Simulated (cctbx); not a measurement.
# Accept or mend?

Cell a = 4.0800 Å, b = 4.0800 Å, c = 14.2710 Å, α = 90.00°, β = 90.00°, γ = 90.00°; space group I4/mmm (no. 139). The compound is RbSc2P2.

The data are simulated with cctbx, not measured: Mo Kα, λ = 0.71073 Å, to d = 0.6 Å, 80 % of the full sphere, strongest reflection 70000 counts, noise from counting, a 3 % proportional error and a noise floor of 8 counts (s.d.); no absorption, and some extinction, which the refinements don't model.

An anisotropic refinement with weights 1/σ² prints:

```text
Rint 0.025, 205 unique reflections to 0.60 A
cycle     R1     wR2    GooF  max shift (A)
   1  0.0234  0.0642   4.568   0.00005
   2  0.0108  0.0271   1.930   0.00000
final R1 0.0108 wR2 0.0271 GooF 1.930  parameters 7  data/parameter 29.3
atom        x        y        z      Ueq    occ   su(xyz)  su(Uiso or U11)
Br1    0.00000  0.00000  0.00000   0.0092  1.000  0.00000  0.0001
Sc1    0.50000  0.00000  0.25000   0.0136  1.000  0.00000  0.0001
P1     0.50000  0.50000  0.15659   0.0119  1.000  0.00003  0.0001
difference map: max 0.35 min -0.77 rms 0.09
Q1    0.0000  0.0000  0.2322    4    0.35  1.59 A from P1
Q2    0.0000  0.0000  0.1419    4    0.23  2.03 A from Br1
Q3    0.0000  0.1572  0.0428   16    0.21  0.89 A from Br1
Q4    0.0000  0.5000  0.1817    8    0.18  0.97 A from Sc1
Q5    0.1713  0.1713  0.5000    8    0.18  1.90 A from Br1
Q6    0.0000  0.2273  0.1181   16    0.16  1.92 A from Br1
```

Q: Accept it or mend it, and why?

Mend it. The fault: wrong element: Br1 is Rb. Against the right model at the same level, R1 goes from 0.0067 to 0.0108 and GooF from 1.04 to 1.93. Br1 has 2 electrons too few and its U shrinks to make up, as expected (near an absorption edge f′ can widen the mismatch well beyond the difference in Z).

The compound is RbSc2P2. The right model at the same level gives:

```text
Rint 0.025, 205 unique reflections to 0.60 A
cycle     R1     wR2    GooF  max shift (A)
   1  0.0067  0.0146   1.038   0.00005
final R1 0.0067 wR2 0.0146 GooF 1.036  parameters 7  data/parameter 29.3
atom        x        y        z      Ueq    occ   su(xyz)  su(Uiso or U11)
Rb1    0.00000  0.00000  0.00000   0.0101  1.000  0.00000  0.0000
Sc1    0.50000  0.00000  0.25000   0.0133  1.000  0.00000  0.0001
P1     0.50000  0.50000  0.15659   0.0115  1.000  0.00002  0.0001
difference map: max 0.23 min -0.46 rms 0.07
Q1    0.0000  0.0000  0.2312    4    0.23  1.60 A from P1
Q2    0.1582  0.1582  0.5000    8    0.22  1.97 A from Rb1
Q3    0.0000  0.5000  0.0000    4    0.18  2.04 A from Rb1
Q4    0.0000  0.2286  0.1166   16    0.16  1.91 A from Rb1
Q5    0.1779  0.1779  0.0714   16    0.14  1.45 A from Rb1
Q6    0.0000  0.2194  0.4614   16    0.14  1.91 A from P1
```

The model is made up (kin elements in a known structure type, no relaxation), so it says nothing on whether the phase exists.

[Middle refinement cycles are left out of these outputs.]

[Logs are printed without paths, hosts, clocks, repeated set-up lines and the standing remarks that a program may print on its own settings, such as how far it seeks lower states.]
